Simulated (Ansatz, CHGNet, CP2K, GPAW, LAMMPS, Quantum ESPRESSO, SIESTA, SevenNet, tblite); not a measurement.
# SIESTA runs on glassy 76SiO2-24K2O (mol %) (114 atoms)

Aim: run glassy 76SiO2-24K2O (mol %) (114 atoms) in SIESTA and see how near its forces come to a plane-wave reference, and at what cost.

Main program and level: SIESTA 5.4.2; the method is named at each step.

### Step 1. Starting point

The cell holds 114 atoms: 29 Si, 18 K and 67 O. Cell: a = 12.299 Å, b = 12.299 Å, c = 12.299 Å, α = 90.0°, β = 90.0°, γ = 90.0°. 114 atoms (29 Si, 18 K, 67 O) placed at random at 2.38 g/cm³, melted at 4000 K for 10 ps at fixed volume with the Morse and Coulomb pair potential with partial charges (Pedone, Malavasi, Menziani, Cormack and Segre, J. Phys. Chem. B 110, 11780 (2006)). Quenched from 4000 K to 300 K at 25 K/ps and fixed volume, held 10 ps at zero pressure, then minimised at fixed cell.

The yardstick, on the same geometry:

* method: Kohn-Sham DFT, PBE, SSSP efficiency 1.3.0 pseudopotentials, plane waves (Quantum ESPRESSO 7.5); sssp-pbe-1.3.0-efficiency, cutoffs 60/480 Ry, Γ point
* r.m.s. force component: 1.009 eV/Å
* longest force: 3.909 eV/Å
* pressure: 4.747 GPa
* gap (highest filled to lowest empty level): 2.138 eV
* time: 8.2 min on 4 MPI ranks of Arm Neoverse V1, shared host
* CPU time: 33 min

### Step 2. PBE, DZP, shift 0.01 Ry, mesh 500 Ry

Method: Kohn-Sham DFT, PBE, PseudoDojo 0.4.1 norm-conserving pseudopotentials (converted to PSML), numerical atomic orbitals (DZP), diagonalisation.

The .psml files are PseudoDojo norm-conserving potentials that we converted to this format, checked against plane waves on the same files for H, C, O, Si, Ge and Ca alone.

input.fdf

```
SystemLabel cell
NumberOfAtoms 114
NumberOfSpecies 3
%block ChemicalSpeciesLabel
  1 14 Si
  2 19 K
  3 8 O
%endblock ChemicalSpeciesLabel
LatticeConstant 1.0 Ang
%block LatticeVectors
  12.29903 0.00000 0.00000
  0.00000 12.29903 0.00000
  0.00000 0.00000 12.29903
%endblock LatticeVectors
PAO.BasisSize DZP
PAO.EnergyShift 0.01 Ry
XC.Functional GGA
XC.Authors PBE
MeshCutoff 500 Ry
%block kgrid_Monkhorst_Pack
  1 0 0 0.0
  0 1 0 0.0
  0 0 1 0.0
%endblock kgrid_Monkhorst_Pack
SolutionMethod diagon
OccupationFunction FD
ElectronicTemperature 580 K
SCF.Mixer.Method Pulay
SCF.Mixer.Weight 0.15
SCF.Mixer.History 8
SCF.Mix Hamiltonian
MaxSCFIterations 300
SCF.DM.Tolerance 1e-04
SCF.H.Tolerance 1.0e-3 eV
WriteForces T
Write.HirshfeldPop T
Write.VoronoiPop T
Write.DM F
Write.H F
XML.Write F
AtomicCoordinatesFormat Fractional
%block AtomicCoordinatesAndAtomicSpecies
  0.58402 0.63290 0.39146 1
  0.11988 0.97684 0.33943 1
  0.01006 0.78031 0.45872 1
  0.36591 0.09351 0.61464 1
  0.37912 0.46184 0.85818 1
  0.16153 0.33148 0.86432 1
  0.29324 0.14863 0.98352 1
  0.50178 0.51206 0.19957 1
  0.37832 0.69907 0.51213 1
  0.99107 0.26535 0.68137 1
  0.15704 0.16511 0.51194 1
  0.11656 0.98429 0.08238 1
  0.53787 0.14331 0.92262 1
  0.74009 0.02777 0.42176 1
  0.96990 0.50256 0.62246 1
  0.41612 0.71433 0.90317 1
  0.08145 0.37604 0.10278 1
  0.48634 0.06862 0.38093 1
  0.50068 0.28632 0.71075 1
  0.44736 0.31965 0.06541 1
  0.35437 0.86128 0.31699 1
  0.63709 0.63760 0.01360 1
  0.90095 0.47542 0.24439 1
  0.44973 0.86901 0.69533 1
  0.25833 0.76987 0.10202 1
  0.24339 0.54605 0.21009 1
  0.79856 0.66688 0.51439 1
  0.70658 0.86876 0.63191 1
  0.09491 0.54532 0.40891 1
  0.60005 0.88971 0.16630 2
  0.95846 0.00383 0.62373 2
  0.75227 0.34260 0.48288 2
  0.96517 0.24546 0.36784 2
  0.25780 0.41621 0.61018 2
  0.65422 0.24563 0.23403 2
  0.90246 0.11299 0.17496 2
  0.72242 0.14176 0.67101 2
  0.63049 0.53654 0.70385 2
  0.67814 0.86317 0.89736 2
  0.84522 0.05400 0.89287 2
  0.77753 0.78123 0.25670 2
  0.24962 0.20804 0.25986 2
  0.92590 0.75823 0.76832 2
  0.17066 0.68161 0.70858 2
  0.42348 0.35045 0.41657 2
  0.88101 0.47620 0.91542 2
  0.93745 0.73564 0.10199 2
  0.58394 0.31710 0.62266 3
  0.20636 0.66099 0.15614 3
  0.61560 0.07303 0.40045 3
  0.09339 0.36275 0.97111 3
  0.39632 0.79779 0.59987 3
  0.99994 0.48269 0.33905 3
  0.53896 0.24050 0.01592 3
  0.82496 0.37721 0.27198 3
  0.16547 0.85850 0.07880 3
[... 54 atom lines left out ...]
  0.97457 0.44808 0.13182 3
  0.20193 0.53006 0.33350 3
  0.87014 0.57152 0.56819 3
  0.07252 0.26570 0.16234 3
%endblock AtomicCoordinatesAndAtomicSpecies
```

On the command line:

```
$ OMP_NUM_THREADS=1 mpirun -np 4 siesta < input.fdf > output.txt
```

Log:

```text
Version         : 5.4.2
reinit: System Name:
reinit: System Label: cell
initatom: Reading input for the pseudopotentials and atomic orbitals ----------
Species number:   1 Atomic number:   14 Label: Si
Species number:   2 Atomic number:   19 Label: K
Species number:   3 Atomic number:    8 Label: O
Ground state valence configuration (from tables):   3s02  3p02  3d00  4f00
Ground state valence configuration (from tables):   4s01  4p00  3d00  4f00
Ground state valence configuration (from tables):   2s02  2p04  3d00  4f00
---- Processing specs for species: Si
GGA--PBE XC_GGA_X_PBE--XC_GGA_C_PBE pb
---- Processing specs for species: K
GGA--PBE XC_GGA_X_PBE--XC_GGA_C_PBE pb
Semicore shell(s) with  8 electrons included in the valence for K
---- Processing specs for species: O
GGA--PBE XC_GGA_X_PBE--XC_GGA_C_PBE pb
Semicore shell(s): 3s 3p
Fallback to non-perturbative polarization scheme for K
Please see the manual if this is not desired in principle
Si pseudopotential only contains V_ls up to l=2 -- lmxkb reset.
O pseudopotential only contains V_ls up to l=2 -- lmxkb reset.
Using PAO.SplitTailNorm
%block ChemicalSpeciesLabel
    1   14 Si                      # Species index, atomic number, species label
    2   19 K                       # Species index, atomic number, species label
    3    8 O                       # Species index, atomic number, species label
%endblock ChemicalSpeciesLabel
%block PAO.Basis                 # Define Basis set
Si                    2                    # Species label, number of l-shells
 n=3   0   2                         # n, l, Nzeta
   5.392      3.847
   1.000      1.000
 n=3   1   2 P   1                   # n, l, Nzeta, Polarization, NzetaPol
   6.844      4.952
[...]
K                     4                    # Species label, number of l-shells
 n=3   0   1                         # n, l, Nzeta
   3.476
   1.000
 n=4   0   2                         # n, l, Nzeta
[...]
n=3   1   1                         # n, l, Nzeta
   4.065
   1.000
 n=4   1   1                         # n, l, Nzeta
  10.012
   1.000
O                     2                    # Species label, number of l-shells
 n=2   0   2                         # n, l, Nzeta
[...]
n=2   1   2 P   1                   # n, l, Nzeta, Polarization, NzetaPol
   4.300      2.782
   1.000      1.000
%endblock PAO.Basis
coor:   Atomic-coordinates input format  =     Fractional
siesta: System type = bulk
initatomlists: Number of atoms, orbitals, and projectors:    114  1410  1717
siesta: ******************** Simulation parameters ****************************
Total number of electrons:   680.000000
Total ionic charge:   680.000000
 Kpoints in:            1 . Kpoints trimmed:            1
siesta: k-grid: Number of k-points = 1
siesta: k-points from Monkhorst-Pack grid
siesta: k-cutoff (effective) =     6.150 Ang
siesta: k-point supercell and displacements
siesta: k-grid:     1     0     0      0.000
siesta: k-grid:     0     1     0      0.000
siesta: k-grid:     0     0     1      0.000
                     ====================================
                        Single-point calculation
                     ====================================
outcell: Unit cell vectors (Ang):
       12.299030    0.000000    0.000000
        0.000000   12.299030    0.000000
        0.000000    0.000000   12.299030
outcell: Cell vector modules (Ang)   :   12.299030   12.299030   12.299030
outcell: Cell angles (23,13,12) (deg):     90.0000     90.0000     90.0000
outcell: Cell volume (Ang**3)        :   1860.4268
Gamma-point calculation with interaction between periodic images
Gamma-point calculation with interaction between periodic images
Some features might not work optimally:
Some features might not work optimally:
e.g. DM initialization from atomic data
e.g. DM initialization from atomic data
new_DM -- step:     1
Initializing Density Matrix...
Attempting to read DM from file... Failed...
DM filled with atomic data:
InitMesh: MESH = 180 x 180 x 180 = 5832000
InitMesh: Mesh cutoff (required, used) =   500.000   591.978 Ry
stepf: Fermi-Dirac step function
        iscf     Eharris(eV)        E_KS(eV)     FreeEng(eV)     dDmax    Ef(eV) dHmax(eV)
   scf:    1   -47952.610890   -48191.450103   -48191.450103  1.695193 -5.458106 15.173615
   scf:    2   -48295.363626   -48247.584290   -48247.584290  0.112504 -5.759339  9.646014
   scf:    3   -48289.178417   -48282.186433   -48282.186433  0.232156 -4.347533  2.131395
[...]
scf:   11   -48283.535493   -48283.535486   -48283.535494  0.000307 -4.364904  0.001248
   scf:   12   -48283.535488   -48283.535487   -48283.535495  0.000074 -4.364783  0.000444
SCF Convergence by DM+H criterion
max |DM_out - DM_in|         :     0.0000739731
max |H_out - H_in|      (eV) :     0.0004436996
SCF cycle converged after 12 iterations
Using DM_out to compute the final energy and forces
siesta: E_KS(eV) =           -48283.5355
siesta: E_KS - E_eggbox =    -48283.5355
siesta: Atomic forces (eV/Ang):
     1   -1.471980    2.668176   -0.402997
     2    1.983725   -1.648831    0.584104
     3    0.264680   -1.345034    1.705579
[...]
113   -1.163502   -1.047886    0.141733
   114   -0.141911   -2.702073    1.036371
----------------------------------------
   Tot    0.006794    0.005026   -0.005088
----------------------------------------
   Max    3.397733
   Res    1.144260    sqrt( Sum f_i^2 / 3N )
----------------------------------------
   Max    3.397733    constrained
Stress tensor Voigt[x,y,z,yz,xz,xy] (kbar):      -70.15      -63.81      -67.57       -0.69       -4.71        8.10
(Free)E + p*V (eV/cell)   -48205.5328
Target enthalpy (eV/cell)   -48283.5355
siesta: Program's energy decomposition (eV):
siesta: Ebs     =    -10727.171587
siesta: Eions   =     77353.015766
siesta: Ena     =     16417.608566
siesta: Ekin    =     27205.810015
siesta: Enl     =     -2527.440504
siesta: DEna    =        88.162656
siesta: DUscf   =        49.971844
siesta: Ex      =    -11327.360968
siesta: Ec      =      -837.271331
siesta: Exc     =    -12164.632298
siesta: Eharris =    -48283.535488
siesta: Etot    =    -48283.535487
siesta: FreeEng =    -48283.535495
siesta: Final energy (eV):
siesta:  Band Struct. =  -10727.171587
siesta:       Kinetic =   27205.810015
siesta:       Hartree =   18839.204719
siesta:         Exch. =  -11327.360968
siesta:         Corr. =    -837.271331
siesta:   Exch.-corr. =  -12164.632298
siesta:  Ion-electron =  -62673.563706
siesta:       Ion-ion =  -19490.354216
siesta:         Total =  -48283.535487
siesta:         Fermi =      -4.364783
siesta: Stress tensor (static) (eV/Ang**3):
siesta:    -0.043786    0.005054   -0.002940
siesta:     0.005054   -0.039824   -0.000432
siesta:    -0.002940   -0.000432   -0.042172
siesta: Cell volume =       1860.426781 Ang**3
siesta: Pressure (static):
siesta:                Solid            Molecule  Units
siesta:           0.00045665          0.00041000  Ry/Bohr**3
siesta:           0.04192734          0.03764478  eV/Ang**3
siesta:          67.17499802         60.31358436  kBar
    Orbital volume contribution        =          70.179862 eV
    (Free)E + p_basis*V_orbitals       =      -48213.355633 eV
    (Free)Eharris+ p_basis*V_orbitals  =      -48213.355634 eV
Hirshfeld Atomic Populations:
Atom #   charge [q] valence [e]  Species
     1     0.348971    3.651029  Si
     2     0.444770    3.555230  Si
     3     0.369009    3.630991  Si
[...]
28     0.354384    3.645616  Si
    29     0.454604    3.545396  Si
    30     0.374022    8.625978  K
    31     0.327455    8.672545  K
    32     0.373882    8.626118  K
[...]
46     0.408140    8.591860  K
    47     0.426113    8.573887  K
    48    -0.384276    6.384276  O
    49    -0.212827    6.212827  O
    50    -0.210680    6.210680  O
[...]
113    -0.190987    6.190987  O
   114    -0.414542    6.414542  O
--------------------
 Total     0.000005
```

The job ended after 2.9 min (4 MPI ranks of Arm Neoverse V1, shared host; peak memory 4 GiB).

Banners and routine set-up lines are dropped from the logs; longer cuts are marked.

Against the reference:

```yaml
r_m_s_force_component: 1.144 eV/Å
r_m_s_difference_of_force_components: 182.7 meV/Å
longest_difference_of_force_vectors: 805.2 meV/Å
force_difference_over_r_m_s_force: 18.11 %
slope_of_forces_against_the_reference_s: 1.127
correlation_of_force_components: 0.9935
spacing_of_highest_filled_and_lowest_empty_level: 1.283 eV
gap_difference: -0.8552 eV
pressure: 6.718 GPa
pressure_difference: 1.971 GPa
```

Length of the force difference by element (eV/Å):

| element | atoms | mean | most |
| --- | --- | --- | --- |
| K | 18 | 0.28 | 0.56 |
| O | 67 | 0.29 | 0.81 |
| Si | 29 | 0.23 | 0.60 |

Levels nearest the highest filled one (eV from it): -1.27, -1.24, -1.17, -1.15, -1.12, -1.05, -0.85, -0.81, -0.71, -0.51, -0.22, 0.00, 1.28, 2.21, 2.74, 3.26, 3.33, 3.44, 3.72, 3.92, 4.20, 4.27, 4.37, 4.47.

Local excerpt of 9 atoms (numbers count through the whole input) about O103, which has 4 bonded neighbours where the commonest count for O is 3; x, y, z are measured from there.

| atom | x | y | z | distance (Å) | bonds | Hirshfeld charge (e) | Fx | Fy | Fz (eV/Å) |
| --- | --- | --- | --- | --- | --- | --- | --- | --- | --- |
| O103 | 0.00 | 0.00 | 0.00 | 0.00 | 4 | -0.41 | 0.61 | 1.09 | 2.49 |
| Si15 | -0.34 | -0.61 | -1.38 | 1.55 | 4 | 0.36 | 0.49 | 0.86 | -0.80 |
| O113 | -1.56 | 0.23 | -2.05 | 2.59 | 2 | -0.19 | -1.16 | -1.05 | 0.14 |
| O60 | -0.76 | -2.18 | -1.25 | 2.63 | 3 | -0.20 | -1.50 | -0.65 | -0.89 |
| K44 | 2.13 | 1.59 | -0.32 | 2.68 | 3 | 0.36 | 0.49 | 0.09 | -0.51 |
| O81 | 0.89 | -0.58 | -2.48 | 2.70 | 3 | -0.20 | 1.54 | -0.76 | 0.48 |
| K43 | -0.88 | 2.53 | 0.41 | 2.71 | 4 | 0.45 | -0.32 | -0.30 | -0.64 |
| K46 | -1.43 | -0.94 | 2.22 | 2.80 | 4 | 0.41 | -0.08 | -0.36 | 0.27 |
| O98 | 1.13 | -2.97 | 0.31 | 3.19 | 3 | -0.19 | 0.31 | 0.50 | -0.67 |

Forces lie 18 % from the reference's, at 0.35 times its CPU time.

### Step 3. PBE, SZP, shift 0.01 Ry, mesh 500 Ry

Method: Kohn-Sham DFT, PBE, PseudoDojo 0.4.1 norm-conserving pseudopotentials (converted to PSML), numerical atomic orbitals (SZP), diagonalisation.

input.fdf: that of step 2 with these lines changed.

```diff
@@ -14,3 +14,3 @@
 %endblock LatticeVectors
-PAO.BasisSize DZP
+PAO.BasisSize SZP
 PAO.EnergyShift 0.01 Ry
```

On the command line:

```
$ OMP_NUM_THREADS=1 mpirun -np 2 siesta < input.fdf > output.txt
```

Log:

```text
Version         : 5.4.2
reinit: System Name:
reinit: System Label: cell
initatom: Reading input for the pseudopotentials and atomic orbitals ----------
Species number:   1 Atomic number:   14 Label: Si
Species number:   2 Atomic number:   19 Label: K
Species number:   3 Atomic number:    8 Label: O
Ground state valence configuration (from tables):   3s02  3p02  3d00  4f00
Ground state valence configuration (from tables):   4s01  4p00  3d00  4f00
Ground state valence configuration (from tables):   2s02  2p04  3d00  4f00
---- Processing specs for species: Si
GGA--PBE XC_GGA_X_PBE--XC_GGA_C_PBE pb
---- Processing specs for species: K
GGA--PBE XC_GGA_X_PBE--XC_GGA_C_PBE pb
Semicore shell(s) with  8 electrons included in the valence for K
---- Processing specs for species: O
[... lines left out ...]
Total number of electrons:   680.000000
[... lines left out ...]
stepf: Fermi-Dirac step function
        iscf     Eharris(eV)        E_KS(eV)     FreeEng(eV)     dDmax    Ef(eV) dHmax(eV)
[... lines left out ...]
SCF Convergence by DM+H criterion
[... lines left out ...]
SCF cycle converged after 13 iterations
[... lines left out ...]
   Max    3.872032
[... lines left out ...]
   Max    3.872032    constrained
Stress tensor Voigt[x,y,z,yz,xz,xy] (kbar):     -108.35     -102.71     -105.41       -0.23       -3.07        8.39
[... lines left out ...]
siesta: DUscf   =        52.481067
siesta: Ex      =    -11321.369390
siesta: Ec      =      -836.575133
siesta: Exc     =    -12157.944523
siesta: Eharris =    -48250.483575
siesta: Etot    =    -48250.483574
siesta: FreeEng =    -48250.483618
siesta: Final energy (eV):
siesta:  Band Struct. =  -10737.167089
siesta:       Kinetic =   27206.059758
siesta:       Hartree =   18794.133136
siesta:         Exch. =  -11321.369390
siesta:         Corr. =    -836.575133
siesta:   Exch.-corr. =  -12157.944523
siesta:  Ion-electron =  -62602.377729
siesta:       Ion-ion =  -19490.354216
siesta:         Total =  -48250.483574
siesta:         Fermi =      -4.230580
siesta: Stress tensor (static) (eV/Ang**3):
siesta:    -0.067626    0.005235   -0.001917
siesta:     0.005235   -0.064108   -0.000144
siesta:    -0.001917   -0.000144   -0.065789
siesta: Cell volume =       1860.426781 Ang**3
siesta: Pressure (static):
siesta:                Solid            Molecule  Units
siesta:           0.00071710          0.00066407  Ry/Bohr**3
siesta:           0.06584087          0.06097168  eV/Ang**3
siesta:         105.48870044         97.68740101  kBar
    Orbital volume contribution        =          57.992094 eV
    (Free)E + p_basis*V_orbitals       =      -48192.491523 eV
    (Free)Eharris+ p_basis*V_orbitals  =      -48192.491524 eV
Hirshfeld Atomic Populations:
Atom #   charge [q] valence [e]  Species
     1     0.346837    3.653163  Si
     2     0.444049    3.555951  Si
     3     0.366888    3.633112  Si
[...]
28     0.352619    3.647381  Si
    29     0.454950    3.545050  Si
    30     0.375663    8.624337  K
    31     0.333223    8.666777  K
    32     0.380965    8.619035  K
[...]
46     0.405757    8.594243  K
    47     0.427496    8.572504  K
    48    -0.372102    6.372102  O
    49    -0.217901    6.217901  O
    50    -0.220230    6.220230  O
[...]
113    -0.198439    6.198439  O
   114    -0.403190    6.403190  O
--------------------
 Total    -0.000001
```

Elapsed: 4.5 min, on 2 MPI ranks; peak memory 3.2 GiB.

Compared with the plane-wave run:

| Property | Result |
| --- | --- |
| r.m.s. force component | 1.298 eV/Å |
| r.m.s. difference of force components | 381.7 meV/Å |
| longest difference of force vectors | 1364 meV/Å |
| force difference over r.m.s. force | 37.83 % |
| slope of forces against the reference's | 1.257 |
| correlation of force components | 0.9764 |
| gap (highest filled to lowest empty level) | 1.091 eV |
| gap difference | -1.047 eV |
| pressure | 10.55 GPa |
| pressure difference | 5.802 GPa |

This is a coarse setting, run to see what it loses.

Against the first run (18 %), the force difference from the reference is 38 %, at 0.78 times the CPU time (on 2 against 4 cores), with 1008 basis functions against 1410: the smaller basis costs accuracy.

(Continued in part 2 of 2.)

[Long decimals in the printed logs are rounded to 6 places.]

[Also dropped from logs without a mark: lines with file paths, logging warnings of Python, QE's lines on negative density and diagonalisation, SIESTA's first energy breakdown, zero terms and Voronoi charges.]

[Logs are printed without paths, hosts, clocks, repeated set-up lines and the standing remarks that a program may print on its own settings, such as how far it seeks lower states.]

[Hosts, paths, dates, database ids (printed as entryN), source tags and the programs' standing remarks are cut or masked in the printed files.]

[Most failed runs of this program on this cell are left out, timed-out ones always.]
